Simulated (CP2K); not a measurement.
Two runs for the S L₂,₃ edge of methylthioacetonitrile. Run A: CP2K XAS_TDP, all-electron GAPW, PBEh(45%), aug-cc-pVDZ, TDA, ZORA, spin–orbit coupling. Run B differs in one setting.

First lines with a strength over 0.0003. A:

```tsv
atom	energy (eV)	states	strength, one atom
S2 (bonded to 2 C)	163.32	1	0.0006
	163.36	1	0.0019
	163.64	1	0.0007
	164.41	1	0.0009
	164.47	1	0.0004
```

B:

```tsv
atom	energy (eV)	states	strength, one atom
S2 (bonded to 2 C)	166.66	1	0.0006
	166.68	1	0.0018
	166.95	1	0.0007
	167.74	1	0.0010
	167.79	2	0.0003
```

Q: Which was it: the functional, the basis, GW2X switched on?

GW2X switched on. GW2X shifts the lines nearly together; each 2p level gets its own shift. The lowest line over the strength cut lies at 166.66 eV, against 163.32 eV (PBEh(45%), aug-cc-pVDZ).

[Banner, clock and machine lines of the logs are left out without a mark of their own.]

[Logs are printed without paths, hosts, clocks, repeated set-up lines and the standing remarks that a program may print on its own settings, such as how far it seeks lower states.]

[Hosts, paths, dates, database ids (printed as entryN), source tags and the programs' standing remarks are cut or masked in the printed files.]
